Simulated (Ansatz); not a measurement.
**Stretching the linear Cu chain**

Wanted: energy, moment and open channels of the linear Cu chain from 12 % compression to 30 % stretch.

Program: Ansatz 0.2.0. Level of theory: DFT PBE, plane waves, PAW; relaxation of a chain's period, in the first sound run; inputs show where later runs differ. Results are calculated unless marked as measured.

Most raw output is cut from this account.

## 1. The starting structure

The cell holds 1 atom: 1 Cu. Cell: a = 7.500 Å, b = 7.500 Å, c = 2.455 Å, α = 90.0°, β = 90.0°, γ = 90.0°. Vacuum lies along a and b. The structure's axis is c.

## 2. The relaxed wire

Band widths follow the bond lengths, so the chain is relaxed first. The atoms and the third cell vector are free; the box across stays fixed as vacuum. Moments are seeded so that a magnetic state can form if it lies lower. A Fermi-Dirac smearing is set since the result may be a metal. The pressure printed is a third of the stress's trace over the whole box, vacuum included; only the stress along the axis is relaxed.

input.yaml

```yaml
crystal:
  lattice:
    - [7.5, 0.0, 0.0]
    - [0.0, 7.5, 0.0]
    - [0.0, 0.0, 2.4552]
  atoms:
    - { symbol: Cu, position: [0.5, 0.5, 0.0], spin: 0.5 }
magnetization:
  spin_polarized: true
kpoints:
  mp_grid: { grid: [1, 1, 33] }
scf:
  occupations: { method: fermi_dirac, width: 0.05 }
hamiltonian:
  xc: pbe
relax:
  cell: { fix: [a, b, alpha, beta, gamma] }
  max_steps: 60
```

On the command line:

```sh
$ ansatz run input.yaml --threads 4 --pin off --max-ram 8192MiB --backend cpu --events-out ev --progress --plain --runs-dir out
```

The job ended after 6.5 s (4 threads of Intel Xeon 6975P-C (Granite Rapids), shared host; peak memory 0.47 GiB; 14 s of CPU time).

The steps of the relaxation:

```tsv
step	energy less that of the first step (eV)	largest force component (eV/Å)	pressure (GPa)	volume (Å³)
1	0.0000	0.0000	-0.65	138.10
2	-0.0281	0.0000	-0.50	135.16
3	-0.0519	0.0000	0.04	128.43
4	-0.0529	0.0000	-0.07	129.52
5*	-0.0521	0.0000	-0.07	129.52
```

Relaxation steps marked * repeat the geometry before them on a plane-wave basis chosen anew for their cell, so energy and pressure can jump there.

```tsv
cell as run	before	after	change
c (Å)	2.455	2.303	-6.2 %
```

Final coordinates:

```xyz
1
Lattice="7.5000 0.0000 0.0000 0.0000 7.5000 0.0000 0.0000 0.0000 2.3025" Properties=species:S:1:pos:R:3
Cu    3.7500    3.7500    0.0000
```

Numbers from this step:

* energy at zero smearing: -6623.1817 eV
* cell length along the wire: 2.303 Å

The cell's length comes to 2.303 Å with no moment.

## 3. The chain at a fixed length, period over the relaxed period 0.88, k-mesh 1×1×40

This step: DFT PBE, plane waves, PAW; channels and complex bands of a perfect chain (Ansatz 0.2.0).

The period is set to 0.88 times the relaxed one: shorter bonds widen the bands.

The cell differs from the one that the last finished run ended in (c 2.303 → 2.026 Å).

input.yaml, the sections that differ from step 2:

```yaml
crystal:
  lattice:
    - [7.5, 0.0, 0.0]
    - [0.0, 7.5, 0.0]
    - [0.0, 0.0, 2.0262304928]
  atoms:
    - { symbol: Cu, position: [0.5, 0.5, 0.0], spin: 0.5 }
kpoints:
  mp_grid: { grid: [1, 1, 40] }
output:
  transmission:
    e_range: [-2, 2]
    de: 0.035
    kmesh: [1, 1]
    reduced_basis: true
    leads: [[0, 0]]
  stress: true
# magnetization, scf, hamiltonian: as in step 2
# relax: removed
```

Wall time 18 s (4 threads); peak memory 0.54 GiB.

This step gave:

- energy at zero smearing: -6622.8454 eV
- total moment: 0.04099 μB
- absolute moment: 0.04488 μB
- channels at the energy nearest the Fermi level, spin up: 1
- channels at the energy nearest the Fermi level, spin down: 1
- conductance of the lead as this run defines it: 1.384 G₀
- band gap: 0 eV

Table of open channels of the lead by energy, zero at the Fermi level:

```tsv
energy (eV)	spin up	spin down
-2.00	3	3
-1.90	3	3
-1.79	4	4
-1.69	4	4
-1.58	4	4
-1.48	6	4
-1.37	6	6
-1.23	6	6
-1.12	6	6
-1.02	6	6
-0.92	6	6
-0.81	6	6
-0.70	4	4
-0.60	4	4
-0.49	4	4
-0.39	4	4
-0.28	4	4
-0.18	4	4
-0.07	1	3
-0.01	1	1
0.07	1	1
0.17	1	1
0.28	1	1
0.38	1	1
0.48	1	1
0.59	1	1
0.69	1	1
0.80	1	1
0.91	1	1
1.01	1	1
1.11	1	1
1.22	1	1
1.36	1	1
1.47	1	1
1.57	1	1
1.68	1	1
1.78	1	1
1.89	1	1
1.99	1	1
```

At the computed energy nearest the Fermi level there are 1 spin-up and 1 spin-down channels, and the thermal average gives 1.38 G₀.

## 4. At a set period, period over the relaxed period 0.92, k-mesh 1×1×38

The period is set to 0.92 times the relaxed one: shorter bonds widen the bands.

The cell differs from the one that the last finished run ended in (c 2.026 → 2.118 Å).

input.yaml: that of step 3 with these lines changed.

```diff
@@ -4,3 +4,3 @@
     - [0.0, 7.5, 0.0]
-    - [0.0, 0.0, 2.0262304928]
+    - [0.0, 0.0, 2.1183318788]
   atoms:
@@ -10,3 +10,3 @@
 kpoints:
-  mp_grid: { grid: [1, 1, 40] }
+  mp_grid: { grid: [1, 1, 38] }
 scf:
```

It took 14 s on 4 threads; peak memory 0.49 GiB.

At the computed energy nearest the Fermi level there are 1 spin-up and 1 spin-down channels, and the thermal average gives 1.42 G₀.

For the conductance of the lead as this run defines it, step 3 gave 1.38 G₀; this run, with period over the relaxed period 0.92 and k-mesh 1×1×38, gives 1.42 G₀ (+3 %).

## 5. At a set period, period over the relaxed period 0.96, k-mesh 1×1×37

The period is set to 0.96 times the relaxed one: shorter bonds widen the bands.

The cell differs from the one that the last finished run ended in (c 2.118 → 2.210 Å).

input.yaml: that of step 4 with these lines changed.

```diff
@@ -4,3 +4,3 @@
     - [0.0, 7.5, 0.0]
-    - [0.0, 0.0, 2.1183318788]
+    - [0.0, 0.0, 2.2104332648]
   atoms:
@@ -10,3 +10,3 @@
 kpoints:
-  mp_grid: { grid: [1, 1, 38] }
+  mp_grid: { grid: [1, 1, 37] }
 scf:
```

Elapsed: 17 s, on 4 threads; peak memory 0.49 GiB.

At the computed energy nearest the Fermi level there are 1 spin-up and 1 spin-down channels, and the thermal average gives 1.16 G₀.

For the conductance of the lead as this run defines it, step 3 gave 1.38 G₀; this run, with period over the relaxed period 0.96 and k-mesh 1×1×37, gives 1.16 G₀ (-16 %).

## 6. The chain at a fixed length, period over the relaxed period 1, k-mesh 1×1×35

The period is set to 1.0 times the relaxed one, as the point of reference.

input.yaml: that of step 5 with these lines changed.

```diff
@@ -4,3 +4,3 @@
     - [0.0, 7.5, 0.0]
-    - [0.0, 0.0, 2.2104332648]
+    - [0.0, 0.0, 2.3025346509]
   atoms:
@@ -10,3 +10,3 @@
 kpoints:
-  mp_grid: { grid: [1, 1, 37] }
+  mp_grid: { grid: [1, 1, 35] }
 scf:
```

Wall time 12 s (4 threads); peak memory 0.49 GiB; 30 s of CPU time.

At the computed energy nearest the Fermi level there are 1 spin-up and 1 spin-down channels, and the thermal average gives 1.10 G₀.

For the conductance of the lead as this run defines it, step 3 gave 1.38 G₀; this run, with period over the relaxed period 1 and k-mesh 1×1×35, gives 1.10 G₀ (-20 %).

## 7. The chain at a fixed length, period over the relaxed period 1.04, k-mesh 1×1×34

The period is set to 1.04 times the relaxed one: longer bonds narrow the bands.

The cell differs from the one that the last finished run ended in (c 2.303 → 2.395 Å).

input.yaml: that of step 6 with these lines changed.

```diff
@@ -4,3 +4,3 @@
     - [0.0, 7.5, 0.0]
-    - [0.0, 0.0, 2.3025346509]
+    - [0.0, 0.0, 2.3946360369]
   atoms:
@@ -10,3 +10,3 @@
 kpoints:
-  mp_grid: { grid: [1, 1, 35] }
+  mp_grid: { grid: [1, 1, 34] }
 scf:
```

The job ended after 12 s (4 threads; peak memory 0.49 GiB; 29 s of CPU time).

At the computed energy nearest the Fermi level there are 1 spin-up and 1 spin-down channels, and the thermal average gives 1.06 G₀. The change of length costs 0.022 eV a cell and leaves no moment.

Between step 3 and this run (period over the relaxed period 1.04 and k-mesh 1×1×34) the value for the conductance of the lead as this run defines it moves from 1.38 G₀ to 1.06 G₀ (-23 %).

## 8. The chain at a fixed length, period over the relaxed period 1.08, k-mesh 1×1×33

The period is set to 1.08 times the relaxed one: longer bonds narrow the bands.

The cell differs from the one that the last finished run ended in (c 2.395 → 2.487 Å).

input.yaml: that of step 7 with these lines changed.

```diff
@@ -4,3 +4,3 @@
     - [0.0, 7.5, 0.0]
-    - [0.0, 0.0, 2.3946360369]
+    - [0.0, 0.0, 2.4867374229]
   atoms:
@@ -10,3 +10,3 @@
 kpoints:
-  mp_grid: { grid: [1, 1, 34] }
+  mp_grid: { grid: [1, 1, 33] }
 scf:
```

The job ended after 15 s (4 threads; peak memory 0.55 GiB; 38 s of CPU time).

At the computed energy nearest the Fermi level there are 1 spin-up and 1 spin-down channels, and the thermal average gives 1.03 G₀. The change of length costs 0.073 eV a cell and leaves no moment.

Between step 3 and this run (period over the relaxed period 1.08 and k-mesh 1×1×33) the value for the conductance of the lead as this run defines it moves from 1.38 G₀ to 1.03 G₀ (-26 %).

## 9. The chain at a fixed length, period over the relaxed period 1.13, k-mesh 1×1×31

The period is set to 1.13 times the relaxed one: longer bonds narrow the bands.

The cell differs from the one that the last finished run ended in (c 2.487 → 2.602 Å).

input.yaml: that of step 8 with these lines changed.

```diff
@@ -4,3 +4,3 @@
     - [0.0, 7.5, 0.0]
-    - [0.0, 0.0, 2.4867374229]
+    - [0.0, 0.0, 2.6018641555]
   atoms:
@@ -10,3 +10,3 @@
 kpoints:
-  mp_grid: { grid: [1, 1, 33] }
+  mp_grid: { grid: [1, 1, 31] }
 scf:
```

It took 13 s on 4 threads; peak memory 0.54 GiB.

The open channels of the lead by energy, zero at the Fermi level:

```tsv
energy (eV)	spin up	spin down
-2.00	1	1
-1.90	1	1
-1.79	1	1
-1.69	1	1
-1.58	1	1
-1.48	1	1
-1.37	1	1
-1.23	1	1
-1.12	1	1
-1.02	3	3
-0.92	3	3
-0.81	3	3
-0.70	3	3
-0.60	4	4
-0.49	6	6
-0.39	6	6
-0.28	4	4
-0.18	4	4
-0.07	1	1
-0.01	1	1
0.07	1	1
0.17	1	1
0.28	1	1
0.38	1	1
0.48	1	1
0.59	1	1
0.69	1	1
0.80	1	1
0.91	1	1
1.01	1	1
1.11	1	1
1.22	1	1
1.36	1	1
1.47	1	1
1.57	1	1
1.68	1	1
1.78	1	1
1.89	1	1
1.99	1	1
```

At the computed energy nearest the Fermi level there are 1 spin-up and 1 spin-down channels, and the thermal average gives 1.02 G₀. The change of length costs 0.165 eV a cell and leaves no moment.

For the conductance of the lead as this run defines it, step 3 gave 1.38 G₀; this run, with period over the relaxed period 1.13 and k-mesh 1×1×31, gives 1.02 G₀ (-26 %).

## 10. At a set period, period over the relaxed period 1.2, k-mesh 1×1×29

The period is set to 1.2 times the relaxed one: longer bonds narrow the bands.

The cell differs from the one that the last finished run ended in (c 2.602 → 2.763 Å).

input.yaml: that of step 9 with these lines changed.

```diff
@@ -4,3 +4,3 @@
     - [0.0, 7.5, 0.0]
-    - [0.0, 0.0, 2.6018641555]
+    - [0.0, 0.0, 2.763041581]
   atoms:
@@ -10,3 +10,3 @@
 kpoints:
-  mp_grid: { grid: [1, 1, 31] }
+  mp_grid: { grid: [1, 1, 29] }
 scf:
```

Run time: 12 s. Hardware: 4 threads; peak memory 0.51 GiB; 31 s of CPU time.

At the computed energy nearest the Fermi level there are 1 spin-up and 1 spin-down channels, and the thermal average gives 1.01 G₀. The change of length costs 0.316 eV a cell and leaves no moment.

For the conductance of the lead as this run defines it, step 3 gave 1.38 G₀; this run, with period over the relaxed period 1.2 and k-mesh 1×1×29, gives 1.01 G₀ (-27 %).

## 11. The chain at a fixed length, period over the relaxed period 1.3, k-mesh 1×1×27

The period is set to 1.3 times the relaxed one: longer bonds narrow the bands.

The cell differs from the one that the last finished run ended in (c 2.763 → 2.993 Å).

input.yaml: that of step 10 with these lines changed.

```diff
@@ -4,3 +4,3 @@
     - [0.0, 7.5, 0.0]
-    - [0.0, 0.0, 2.763041581]
+    - [0.0, 0.0, 2.9932950461]
   atoms:
@@ -10,3 +10,3 @@
 kpoints:
-  mp_grid: { grid: [1, 1, 29] }
+  mp_grid: { grid: [1, 1, 27] }
 scf:
```

The job ended after 8.9 s (4 threads; peak memory 0.46 GiB).

At the computed energy nearest the Fermi level there are 1 spin-up and 1 spin-down channels, and the thermal average gives 1.00 G₀. The change of length costs 0.542 eV a cell and leaves no moment.

Between step 3 and this run (period over the relaxed period 1.3 and k-mesh 1×1×27) the value for the conductance of the lead as this run defines it moves from 1.38 G₀ to 1.00 G₀ (-28 %).

## 12. Side by side

Times are for 4 threads of Intel Xeon 6975P-C (Granite Rapids), shared host. The series side by side:

```tsv
no.	period over the relaxed period	conductance of the lead as this run defines it (G₀)	absolute moment (μB)	energy at zero smearing less the lowest (eV)	time	memory (GiB)
1	0.88	1.384	0.04488	0.3374	18 s	0.54
2	0.92	1.421	0.06657	0.1271	14 s	0.49
3	0.96	1.162	0.02202	0.02867	17 s	0.49
4	1	1.105	0	0	12 s	0.49
5	1.04	1.061	0	0.02216	12 s	0.49
6	1.08	1.031	0	0.07318	15 s	0.55
7	1.13	1.019	0	0.1650	13 s	0.54
8	1.2	1.006	0	0.3156	12 s	0.51
9	1.3	1.001	0	0.5417	8.9 s	0.46
```

## 13. A varied input: output.transmission.temperature = 150.0

This step: DFT PBE, plane waves, PAW; channels and complex bands of a perfect chain; changed: output.transmission.temperature = 150.0 (Ansatz 0.2.0).

The atoms of the run at the relaxed period are kept and the input is varied, to see whether the result depends on it.

input.yaml, the sections that differ from step 11:

```yaml
crystal:
  lattice:
    - [7.5, 0.0, 0.0]
    - [0.0, 7.5, 0.0]
    - [0.0, 0.0, 2.3025346509]
  atoms:
    - { symbol: Cu, position: [0.5, 0.5, 0.0], spin: 0.5 }
kpoints:
  mp_grid: { grid: [1, 1, 35] }
output:
  transmission:
    e_range: [-2, 2]
    de: 0.035
    kmesh: [1, 1]
    reduced_basis: true
    leads: [[0, 0]]
    temperature: 150.0
  stress: true
# magnetization, scf, hamiltonian: as in step 11
```

Run time: 12 s. Hardware: 4 threads; peak memory 0.46 GiB; 30 s of CPU time.

This step gave:

- energy at zero smearing: -6623.1828 eV

The open channels of the lead by energy, zero at the Fermi level:

```tsv
energy (eV)	spin up	spin down
-2.000	1	1
-1.895	1	1
-1.790	1	1
-1.685	3	3
-1.615	3	3
-1.510	3	3
-1.405	3	3
-1.300	3	3
-1.195	3	3
-1.090	3	3
-0.985	4	4
-0.915	4	4
-0.810	6	6
-0.705	6	6
-0.600	6	6
-0.495	6	6
-0.390	4	4
-0.285	4	4
-0.215	4	4
-0.110	3	3
-0.005	1	1
0.100	1	1
0.205	1	1
0.310	1	1
0.415	1	1
0.485	1	1
0.590	1	1
0.695	1	1
0.800	1	1
0.905	1	1
1.010	1	1
1.115	1	1
1.185	1	1
1.290	1	1
1.395	1	1
1.500	1	1
1.605	1	1
1.710	1	1
1.815	1	1
1.885	1	1
```

It took 12 s against 12 s for the run it varies; the program gives no conductance for this window, step and temperature, so that result is lost.

The channels at the energy nearest the Fermi level, spin up and channels at the energy nearest the Fermi level, spin down stay within 0.2 % plus 0.001 of the run it varies.

No moment survives the cycle: this start ends non-magnetic.

## 14. Outcome

- relaxed cell length: 2.303 Å
- conductance at period × 0.88: 1.38 G₀
- conductance at period × 1.0: 1.10 G₀
- conductance at period × 1.13: 1.02 G₀
- conductance at period × 1.3: 1.00 G₀
- absolute moment at period × 0.88: 0.0449 μB
- absolute moment at period × 1.0: 0 μB
- absolute moment at period × 1.3: 0 μB

**Reading.** Transport is coherent and elastic here: the atoms are frozen, so scattering by vibrations plays no part. One term of the program's error estimate for a conductance, of a junction or of the perfect wire, reaches 35 % in this session. Conductances of a perfect chain off the multiples of half a G0 come from band edges within the thermal window; the square box also splits pairs of bands that an isolated chain keeps degenerate, which moves such edges. The lead's cell of one atom keeps the chain straight and evenly spaced; a zigzag or dimerised form may lie lower.

[Logs are printed without paths, hosts, clocks, repeated set-up lines and the standing remarks that a program may print on its own settings, such as how far it seeks lower states.]

[Hosts, paths, dates, database ids (printed as entryN), source tags and the programs' standing remarks are cut or masked in the printed files.]
